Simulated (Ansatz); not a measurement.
# LiGeF3 (model cell, started as cubic perovskite with Ge in the octahedra): following an unstable mode, part 2 of 3

Which phase does LiGeF3 (model cell, started as cubic perovskite with Ge in the octahedra) fall into along its unstable mode, and how much energy does it gain?

Ansatz 0.2.0; DFT r2SCAN, scalar-relativistic, plane waves, PAW; PAW set soft_1.

So far, highest frequency on the path or at a solved wavevector (cm⁻¹): step 2 (phonons on a q mesh) 426. Also lowest frequency on the path (cm⁻¹): step 2 -308.

The structure was built from a prototype and need not be the compound's stable phase.

### 6. Relaxing from the distorted cell

Starting from the lowest point found, all atoms and the cell are let go, so that strain and other modes of the same symmetry can join in.

The input, input.yaml:

```yaml
crystal:
  lattice:
    - [4.3400973773, 0.0, 0.0]
    - [0.0, 4.3400973773, 0.0]
    - [0.0, 0.0, 4.3400973773]
  atoms:
    - { symbol: Li, position: [0.0, -0.0128948088, -0.0128948088] }
    - { symbol: Ge, position: [0.5, 0.5093791747, 0.5093791747] }
    - { symbol: F, position: [0.5, 0.5199215041, -0.0709887566] }
    - { symbol: F, position: [0.5, -0.0709887566, 0.5199215041] }
    - { symbol: F, position: [0.0, 0.5199215041, 0.5199215041] }
kpoints:
  mp_grid: { grid: [12, 12, 12] }
hamiltonian:
  xc: r2scan
  pseudopotentials: { kind: paw, azcp: { folder: soft_1 } }
scf:
  occupations: { method: fixed }
output:
  forces: true
  stress: true
  eigenvalues: true
relax:
  adjacent_minimum: "off"
  f_tol: 0.002
  max_steps: 120
  cell: { stress_tol: 0.03 }
```

Launch:

```bash
> ansatz run input.yaml --threads 8 --pin off --max-ram 16384MiB --backend cpu --events-out ev --progress --plain --runs-dir out
```

Numbers of over 12 decimals in the logs are rounded to 6 here.

What it wrote:

```text
[...]
Crystal: 5 atoms, lattice volume = 81.752 Å³
Basis set: ecut = 500 eV, 2103 PW (Γ), exchange–correlation on 128×128×128 points (64 copies of the dense FFT grid, shifted against one another)
Bands: 24, of which v1, the nominal top of the filled ones, is band 19 counted from 1 (18 counted from 0)
Symmetry: 4 space group operations
[...]
k-points: 301 of 1728 (time reversal used)
[...]
SCF iter   1: F=—  HF=-6941.831908 eV  |F-HF|=—  |Δ(HF+E_count)|=         —  Δρ=1.02e-1  dr2=7.51e0  dr2_τ=3.36e-2  ethr=3.10e-3  ⟨swp⟩=4.9  Hψ=30317  notcnv=0  defer=822
[...]
SCF iter  11: F=-6939.194111 eV  HF=-6939.194111 eV  |F-HF|=2.28e-9  |Δ(HF+E_count)|=   2.29e-7  Δρ=2.99e-6  dr2=5.65e-9  dr2_τ=2.75e-10  ethr=2.63e-10  ⟨swp⟩=11.1  Hψ=34961  notcnv=0
SCF 1 converged in 11 iterations: F = -6939.194111 eV  dr2 = 5.65e-9
[...]
relax step   1: F+E_penalty+E_count = -6939.19411115 eV  Δ(F+E_penalty+E_count) = +0.000e0 eV  max|allowed force component| = 8.634e-1 eV/Å  Δτ_max = 0.0000 Å  P = +3.671 GPa  Ω = 81.752 Å³  (11 SCF iters, dr2 threshold 1.00e-7 eV, accepted)
Crystal: 5 atoms, lattice volume = 86.029 Å³
Basis set: ecut = 500 eV, 2187 PW (Γ), exchange–correlation on 128×128×128 points (64 copies of the dense FFT grid, shifted against one another)
[...]
iter 1 solved again at ethr=2.38e-4 eV; its pass at ethr=3.10e-3 eV (dr2=9.05e-2 eV) is discarded
[...]
SCF iter   8: F=-6939.402380 eV  HF=-6939.402380 eV  |F-HF|=7.71e-8  |Δ(HF+E_count)|=   5.83e-7  Δρ=1.80e-5  dr2=1.93e-7  dr2_τ=1.05e-8  ethr=1.32e-9  ⟨swp⟩=10.3  Hψ=36405  notcnv=0
SCF 2 converged in 8 iterations: F = -6939.402380 eV  dr2 = 1.93e-7
relax step   2: F+E_penalty+E_count = -6939.40238007 eV  Δ(F+E_penalty+E_count) = -2.083e-1 eV  max|allowed force component| = 3.686e-1 eV/Å  Δτ_max = 0.1173 Å  P = +0.644 GPa  Ω = 86.029 Å³  energy of the carried Pulay correction = -2.592e-3 eV  (8 SCF iters, dr2 threshold 5.00e-7 eV, accepted)
Crystal: 5 atoms, lattice volume = 88.793 Å³
Basis set: ecut = 500 eV, 2273 PW (Γ), exchange–correlation on 128×128×128 points (64 copies of the dense FFT grid, shifted against one another)
[...]
SCF iter   8: F=-6939.702966 eV  HF=-6939.702966 eV  |F-HF|=2.33e-8  |Δ(HF+E_count)|=   7.87e-7  Δρ=5.38e-6  dr2=3.42e-8  dr2_τ=1.47e-9  ethr=1.32e-9  ⟨swp⟩=10.2  Hψ=38165  notcnv=0
SCF 3 converged in 8 iterations: F = -6939.702966 eV  dr2 = 3.42e-8
relax step   3: F+E_penalty+E_count = -6939.70296565 eV  Δ(F+E_penalty+E_count) = -3.006e-1 eV  max|allowed force component| = 5.715e-1 eV/Å  Δτ_max = 0.1960 Å  P = -1.086 GPa  Ω = 88.793 Å³  energy of the carried Pulay correction = -4.156e-3 eV  (8 SCF iters, dr2 threshold 5.00e-7 eV, accepted)
[... from here on, the SCF cycles and remarks between the steps are left out ...]
relax step   4: F+E_penalty+E_count = -6939.99842707 eV  Δ(F+E_penalty+E_count) = -2.955e-1 eV  max|allowed force component| = 5.952e-1 eV/Å  Δτ_max = 0.1952 Å  P = -1.130 GPa  Ω = 89.611 Å³  energy of the carried Pulay correction = -4.603e-3 eV  (7 SCF iters, dr2 threshold 5.00e-7 eV, accepted)
relax step   5: F+E_penalty+E_count = -6940.12405637 eV  Δ(F+E_penalty+E_count) = -1.256e-1 eV  max|allowed force component| = 5.301e-1 eV/Å  Δτ_max = 0.1950 Å  P = +0.640 GPa  Ω = 89.235 Å³  energy of the carried Pulay correction = -4.398e-3 eV  (7 SCF iters, dr2 threshold 5.00e-7 eV, accepted)
relax step   6: F+E_penalty+E_count = -6940.20850108 eV  Δ(F+E_penalty+E_count) = -8.444e-2 eV  max|allowed force component| = 1.226e-1 eV/Å  Δτ_max = 0.0768 Å  P = -0.067 GPa  Ω = 91.942 Å³  energy of the carried Pulay correction = -5.841e-3 eV  (7 SCF iters, dr2 threshold 5.00e-7 eV, accepted)
relax step   7: F+E_penalty+E_count = -6940.22812731 eV  Δ(F+E_penalty+E_count) = -1.963e-2 eV  max|allowed force component| = 2.002e-1 eV/Å  Δτ_max = 0.0697 Å  P = +0.062 GPa  Ω = 92.083 Å³  energy of the carried Pulay correction = -5.914e-3 eV  (7 SCF iters, dr2 threshold 5.00e-7 eV, accepted)
relax step   8: F+E_penalty+E_count = -6940.24021369 eV  Δ(F+E_penalty+E_count) = -1.209e-2 eV  max|allowed force component| = 6.486e-2 eV/Å  Δτ_max = 0.0306 Å  P = -0.374 GPa  Ω = 90.513 Å³  energy of the carried Pulay correction = -5.088e-3 eV  (7 SCF iters, dr2 threshold 5.00e-7 eV, accepted)
relax step   9: F+E_penalty+E_count = -6940.26819950 eV  Δ(F+E_penalty+E_count) = -2.799e-2 eV  max|allowed force component| = 4.627e-2 eV/Å  Δτ_max = 0.0768 Å  P = -0.167 GPa  Ω = 85.338 Å³  energy of the carried Pulay correction = -2.188e-3 eV  (7 SCF iters, dr2 threshold 5.00e-7 eV, accepted)
relax step  10: F+E_penalty+E_count = -6940.28769599 eV  Δ(F+E_penalty+E_count) = -1.950e-2 eV  max|allowed force component| = 8.338e-2 eV/Å  Δτ_max = 0.0809 Å  P = +0.240 GPa  Ω = 80.938 Å³  energy of the carried Pulay correction = +5.193e-4 eV  (8 SCF iters, dr2 threshold 4.43e-7 eV, accepted)
relax step  11: F+E_penalty+E_count = -6940.28696494 eV  Δ(F+E_penalty+E_count) = +7.311e-4 eV  max|allowed force component| = 1.950e-1 eV/Å  Δτ_max = 0.0757 Å  P = +1.000 GPa  Ω = 76.720 Å³  energy of the carried Pulay correction = +3.355e-3 eV  (8 SCF iters, dr2 threshold 4.35e-7 eV, rejected (line search))
relax step  12: F+E_penalty+E_count = -6940.29384933 eV  Δ(F+E_penalty+E_count) = -6.153e-3 eV  max|allowed force component| = 5.445e-2 eV/Å  Δτ_max = 0.0505 Å  P = +0.137 GPa  Ω = 79.175 Å³  energy of the carried Pulay correction = +1.674e-3 eV  (11 SCF iters, accepted)
relax step  13: F+E_penalty+E_count = -6940.29244462 eV  Δ(F+E_penalty+E_count) = +1.405e-3 eV  max|allowed force component| = 7.445e-2 eV/Å  Δτ_max = 0.0307 Å  P = -0.439 GPa  Ω = 79.348 Å³  energy of the carried Pulay correction = +1.559e-3 eV  (6 SCF iters, dr2 threshold 2.06e-7 eV, rejected (line search))
relax step  14: F+E_penalty+E_count = -6940.29501438 eV  Δ(F+E_penalty+E_count) = -1.165e-3 eV  max|allowed force component| = 6.650e-3 eV/Å  Δτ_max = 0.0177 Å  P = +0.005 GPa  Ω = 78.731 Å³  energy of the carried Pulay correction = +1.971e-3 eV  (10 SCF iters, accepted)
relax step  15: F+E_penalty+E_count = -6940.29514868 eV  Δ(F+E_penalty+E_count) = -1.343e-4 eV  max|allowed force component| = 3.971e-3 eV/Å  Δτ_max = 0.0043 Å  P = +0.005 GPa  Ω = 78.568 Å³  energy of the carried Pulay correction = +2.081e-3 eV  (8 SCF iters, dr2 threshold 2.76e-9 eV, accepted)
relax step  16: F+E_penalty+E_count = -6940.29512927 eV  Δ(F+E_penalty+E_count) = +1.941e-5 eV  max|allowed force component| = 2.669e-4 eV/Å  Δτ_max = 0.0011 Å  P = +0.000 GPa  Ω = 78.604 Å³  energy of the carried Pulay correction = +2.057e-3 eV  (7 SCF iters, dr2 threshold 9.86e-10 eV, accepted)
relax step  17: F+E_penalty+E_count = -6940.32339970 eV  Δ(F+E_penalty+E_count) = -2.827e-2 eV  max|allowed force component| = 5.064e-3 eV/Å  Δτ_max = 0.0000 Å  P = +0.585 GPa  Ω = 78.604 Å³  stress off target by 1.68e0 GPa  SCF on the basis re-selected at this cell (its energy is not comparable with the rows above)  (9 SCF iters)
relax step  18: F+E_penalty+E_count = -6940.33770738 eV  Δ(F+E_penalty+E_count) = -1.431e-2 eV  max|allowed force component| = 4.194e-2 eV/Å  Δτ_max = 0.0201 Å  P = +0.339 GPa  Ω = 79.178 Å³  energy of the carried Pulay correction = -2.685e-4 eV  (6 SCF iters, dr2 threshold 5.00e-7 eV, accepted)
relax step  19: F+E_penalty+E_count = -6940.34745415 eV  Δ(F+E_penalty+E_count) = -9.747e-3 eV  max|allowed force component| = 3.288e-2 eV/Å  Δτ_max = 0.0254 Å  P = +0.269 GPa  Ω = 80.621 Å³  energy of the carried Pulay correction = -1.037e-3 eV  (6 SCF iters, dr2 threshold 5.00e-7 eV, accepted)
relax step  20: F+E_penalty+E_count = -6940.34813307 eV  Δ(F+E_penalty+E_count) = -6.789e-4 eV  max|allowed force component| = 5.013e-2 eV/Å  Δτ_max = 0.0098 Å  P = -0.136 GPa  Ω = 81.784 Å³  energy of the carried Pulay correction = -1.688e-3 eV  (6 SCF iters, dr2 threshold 5.00e-7 eV, accepted)
relax step  21: F+E_penalty+E_count = -6940.34818832 eV  Δ(F+E_penalty+E_count) = -5.524e-5 eV  max|allowed force component| = 4.272e-2 eV/Å  Δτ_max = 0.0059 Å  P = +0.127 GPa  Ω = 81.832 Å³  energy of the carried Pulay correction = -1.687e-3 eV  (6 SCF iters, dr2 threshold 1.57e-7 eV, accepted)
relax step  22: F+E_penalty+E_count = -6940.34836597 eV  Δ(F+E_penalty+E_count) = -1.777e-4 eV  max|allowed force component| = 1.110e-3 eV/Å  Δτ_max = 0.0023 Å  P = -0.000 GPa  Ω = 81.782 Å³  energy of the carried Pulay correction = -1.666e-3 eV  (5 SCF iters, dr2 threshold 1.24e-7 eV, accepted)
relax step  23: F+E_penalty+E_count = -6940.34948660 eV  Δ(F+E_penalty+E_count) = -1.121e-3 eV  max|allowed force component| = 2.666e-3 eV/Å  Δτ_max = 0.0000 Å  P = -0.013 GPa  Ω = 81.782 Å³  stress off target by 3.82e-2 GPa  SCF on the basis re-selected at this cell (its energy is not comparable with the rows above)  (7 SCF iters)
relax step  24: F+E_penalty+E_count = -6940.34954407 eV  Δ(F+E_penalty+E_count) = -5.747e-5 eV  max|allowed force component| = 9.469e-4 eV/Å  Δτ_max = 0.0016 Å  P = -0.003 GPa  Ω = 81.710 Å³  energy of the carried Pulay correction = +3.858e-5 eV  (6 SCF iters, dr2 threshold 3.64e-9 eV, accepted)
[...]
SCF iter   4: F=-6940.349504 eV  HF=-6940.349504 eV  |F-HF|=1.73e-11  |Δ(HF+E_count)|=   2.64e-8  Δρ=1.35e-7  dr2=1.19e-11  dr2_τ=1.22e-12  ethr=1.00e-12  ⟨swp⟩=10.2  Hψ=43716  notcnv=0
SCF 25 converged in 4 iterations: F = -6940.349504 eV  dr2 = 1.19e-11
relax step  25: F+E_penalty+E_count = -6940.34950424 eV  Δ(F+E_penalty+E_count) = +3.982e-5 eV  max|allowed force component| = 9.529e-4 eV/Å  Δτ_max = 0.0000 Å  P = -0.002 GPa  Ω = 81.710 Å³  stress off target by 6.15e-3 GPa  SCF on the basis re-selected at this cell (its energy is not comparable with the rows above)  (4 SCF iters)
basis re-selected at this cell: Δ(F+E_penalty+E_count) = +3.982e-5 eV, ΔP = +0.000 GPa vs the last step (what re-selecting the basis moved, of the pressure what is left beyond the Pulay correction that the steps carried, after the strain that the cell walked since its last selection, with what the two solves' SCF thresholds leave and, on support functions, any second-order correction that the steps lacked; it is no m [...]
SCF converged after 4 iterations
Free energy (F): -6940.349504 eV
[...]
Internal energy: -6940.349504 eV  (E = F + TS)
E sigma→0 (E₀):  -6940.349504 eV
Fermi energy:    1.298570 eV
[...]
--- Forces (eV/Å), atoms counted from 1 ---
  atom   1  Li     0.00000000    -0.00064799    -0.00064799
  atom   2  Ge     0.00000000     0.00003768     0.00003768
  atom   3  F     -0.00000000     0.00021628    -0.00055076
  atom   4  F      0.00000000    -0.00055076     0.00021628
  atom   5  F      0.00000000     0.00095489     0.00095489
  max |Σ_I F_I| component: 1.01e-5 eV/Å
--- Stress (GPa, compression-positive) ---
       -0.000684       0.000000       0.000000
        0.000000      -0.003369       0.002776
        0.000000       0.002776      -0.003369
  P = ⅓ Tr σ = -0.0025 GPa (-0.025 kbar)
--- Band table (eV; the first three rows and the last of 301) ---
  k-point 0: bands = [... 15 lower, -1.8645, -1.8417, -1.3440, -0.3677, 7.4860, 8.0963, 9.4074, 9.5946, ... 1 higher]
  k-point 1: bands = [... 15 lower, -1.8782, -1.8335, -1.3561, -0.2819, 7.4035, 8.0896, 9.3810, 9.6695, ... 1 higher]
  k-point 2: bands = [... 15 lower, -1.9017, -1.8251, -1.3732, -0.0693, 7.1870, 8.1009, 9.3091, 9.8093, ... 1 higher]
  k-point 300: bands = [... 15 lower, -2.1766, -1.4991, -1.4878, 1.0032, 6.5320, 6.8017, 8.7568, 10.0973, ... 1 higher]
--- Relaxed structure (22 steps of the walk, 20 accepted, 3 SCFs on fresh bases) ---
  F+E_penalty+E_count = -6940.34950424 eV   max|allowed force component| = 9.529e-4 eV/Å   (the final SCF, on the basis selected at the relaxed cell)
  cell:  # Å, volume = 81.7100 Å³
    - [4.178134, 0, 0]
    - [0, 4.582811, -1.202320]
    - [0, -1.202320, 4.582811]
  atoms:
    - { symbol: Li, position: [0, -0.072895, -0.072895] }
    - { symbol: Ge, position: [0.5, 0.473268, 0.473268] }
    - { symbol: F, position: [0.5, 0.607973, -0.090895] }
    - { symbol: F, position: [0.5, -0.090895, 0.607973] }
    - { symbol: F, position: [0, 0.547887, 0.547887] }
```

Run time: 5 min. Hardware: 8 threads of AMD EPYC 7B13 (Zen 3), shared host; peak memory 1.2 GiB; 39 min of CPU time.

The steps of the relaxation (22 of 25):

| step | energy less that of the first step (eV) | largest force component (eV/Å) | pressure (GPa) | volume (Å³) |
| --- | --- | --- | --- | --- |
| 1 | 0.0000 | 0.8634 | 3.67 | 81.75 |
| 2 | -0.2083 | 0.3686 | 0.64 | 86.03 |
| 3 | -0.5089 | 0.5715 | -1.09 | 88.79 |
| 4 | -0.8043 | 0.5952 | -1.13 | 89.61 |
| 6 | -1.0144 | 0.1226 | -0.07 | 91.94 |
| 7 | -1.0340 | 0.2002 | 0.06 | 92.08 |
| 8 | -1.0461 | 0.0649 | -0.37 | 90.51 |
| 9 | -1.0741 | 0.0463 | -0.17 | 85.34 |
| 10 | -1.0936 | 0.0834 | 0.24 | 80.94 |
| 11 | -1.0929 | 0.1950 | 1.00 | 76.72 |
| 12 | -1.0997 | 0.0545 | 0.14 | 79.17 |
| 14 | -1.1009 | 0.0066 | 0.01 | 78.73 |
| 15 | -1.1010 | 0.0040 | 0.00 | 78.57 |
| 16 | -1.1010 | 0.0003 | 0.00 | 78.60 |
| 17* | -1.1293 | 0.0051 | 0.58 | 78.60 |
| 18 | -1.1436 | 0.0419 | 0.34 | 79.18 |
| 19 | -1.1533 | 0.0329 | 0.27 | 80.62 |
| 20 | -1.1540 | 0.0501 | -0.14 | 81.78 |
| 22 | -1.1543 | 0.0011 | 0.00 | 81.78 |
| 23* | -1.1554 | 0.0027 | -0.01 | 81.78 |
| 24 | -1.1554 | 0.0009 | 0.00 | 81.71 |
| 25* | -1.1554 | 0.0010 | 0.00 | 81.71 |

Relaxation steps marked * repeat the geometry before them on a plane-wave basis chosen anew for their cell, so energy and pressure can jump there. Other such steps can lie between the rows shown. Relaxation steps 11, 13 were tried and not accepted.

The run keeps the 4 symmetry operations that it works with, so distortions that break them were not tested.

| cell as run | before | after | change |
| --- | --- | --- | --- |
| a (Å) | 4.340 | 4.178 | -3.7 % |
| b (Å) | 4.340 | 4.738 | +9.2 % |
| c (Å) | 4.340 | 4.738 | +9.2 % |
| α (°) | 90.00 | 119.40 | +32.7 % |
| volume (Å³/atom) | 16.35 | 16.34 | -0.1 % |

The atoms that moved most (Å, as changes of fractional coordinates times the final cell):

| atom | dx | dy | dz | length |
| --- | --- | --- | --- | --- |
| F4 | 0.000 | -0.197 | 0.427 | 0.471 |
| F3 | 0.000 | 0.427 | -0.197 | 0.471 |
| Li1 | 0.000 | -0.203 | -0.203 | 0.287 |
| Ge2 | 0.000 | -0.122 | -0.122 | 0.173 |
| F5 | 0.000 | 0.095 | 0.095 | 0.134 |

The relaxed structure:

```cif
data_structure
_symmetry_space_group_name_H-M 'P 1'
_symmetry_Int_Tables_number 1
_cell_length_a 4.1781
_cell_length_b 4.7379
_cell_length_c 4.7379
_cell_angle_alpha 119.401
_cell_angle_beta 90.000
_cell_angle_gamma 90.000
_cell_volume 81.71
loop_
_atom_site_label
_atom_site_type_symbol
_atom_site_fract_x
_atom_site_fract_y
_atom_site_fract_z
_atom_site_occupancy
Li1 Li 0.00000 0.92710 0.92710 1
Ge2 Ge 0.50000 0.47327 0.47327 1
F3 F 0.50000 0.60797 0.90910 1
F4 F 0.50000 0.90910 0.60797 1
F5 F 0.00000 0.54789 0.54789 1
```

Numbers from this step:

```yaml
pressure: -0.002474 GPa
gap_on_the_k_mesh: 4.804 eV
volume_per_atom: 16.34 Å³
```

The distorted start has space group Amm2; the relaxation ends in Amm2.

### 7. The new phase in its own primitive cell

The relaxed structure is symmetrised, reduced to its primitive cell and relaxed tightly, as its phonons need.

input.yaml, the sections that differ from step 6:

```yaml
crystal:
  lattice:
    - [4.178133814, 0.0, 0.0]
    - [0.0, 4.090704974, 2.3903678146]
    - [0.0, -4.090704974, 2.3903678146]
  atoms:
    - { symbol: Li, position: [0.0, 0.9271048215, 0.9271048215] }
    - { symbol: Ge, position: [0.5, 0.4732683893, 0.4732683893] }
    - { symbol: F, position: [0.5, 0.6079734582, 0.9091045365] }
    - { symbol: F, position: [0.5, 0.9091045365, 0.6079734582] }
    - { symbol: F, position: [0.0, 0.547887412, 0.547887412] }
kpoints:
  mp_grid: { grid: [6, 6, 6] }
relax:
  adjacent_minimum: "off"
  f_tol: 0.001
  max_steps: 60
  cell: { stress_tol: 0.01 }
# hamiltonian, scf, output: as in step 6
```

What it wrote:

```text
[...]
Crystal: 5 atoms, lattice volume = 81.710 Å³
Basis set: ecut = 500 eV, 2093 PW (Γ), exchange–correlation on 128×144×144 points (64 copies of the dense FFT grid, shifted against one another)
Bands: 24, of which v1, the nominal top of the filled ones, is band 19 counted from 1 (18 counted from 0)
Symmetry: 4 space group operations
[...]
cell:  # Å, volume = 81.7043 Å³
    - [4.178128, 0.0, 0.0]
    - [0.0, 4.090686, 2.390215]
    - [0.0, -4.090686, 2.390215]
  atoms:
    - { symbol: Li, position: [0.0, 0.927126, 0.927126] }
    - { symbol: Ge, position: [0.5, 0.473243, 0.473243] }
    - { symbol: F, position: [0.5, 0.607977, 0.909098] }
    - { symbol: F, position: [0.5, 0.909098, 0.607977] }
    - { symbol: F, position: [0.0, 0.547894, 0.547894] }
[key lines of the parts left out:]
SCF converged after 4 iterations
Free energy (F): -6940.349500 eV
Fermi energy:    1.298808 eV
P = ⅓ Tr σ = -0.0015 GPa (-0.015 kbar)
```

Run time: 9.8 s. Hardware: 8 threads; peak memory 0.69 GiB.

Little changed from the start: no atom moved by 0.005 Å and no cell edge by 0.1 %.

Numbers from this step:

- pressure: -0.001494 GPa
- direct gap on mesh: 4.851 eV

The largest force component left is 0.83 meV/Å and the pressure is -0.001 GPa, within the tolerances set. The cell now holds 16.34 Å³/atom.

(Part 2 of 3 ends here.)

[Logs are printed without paths, hosts, clocks, repeated set-up lines and the standing remarks that a program may print on its own settings, such as how far it seeks lower states.]

[Hosts, paths, dates, database ids (printed as entryN), source tags and the programs' standing remarks are cut or masked in the printed files.]
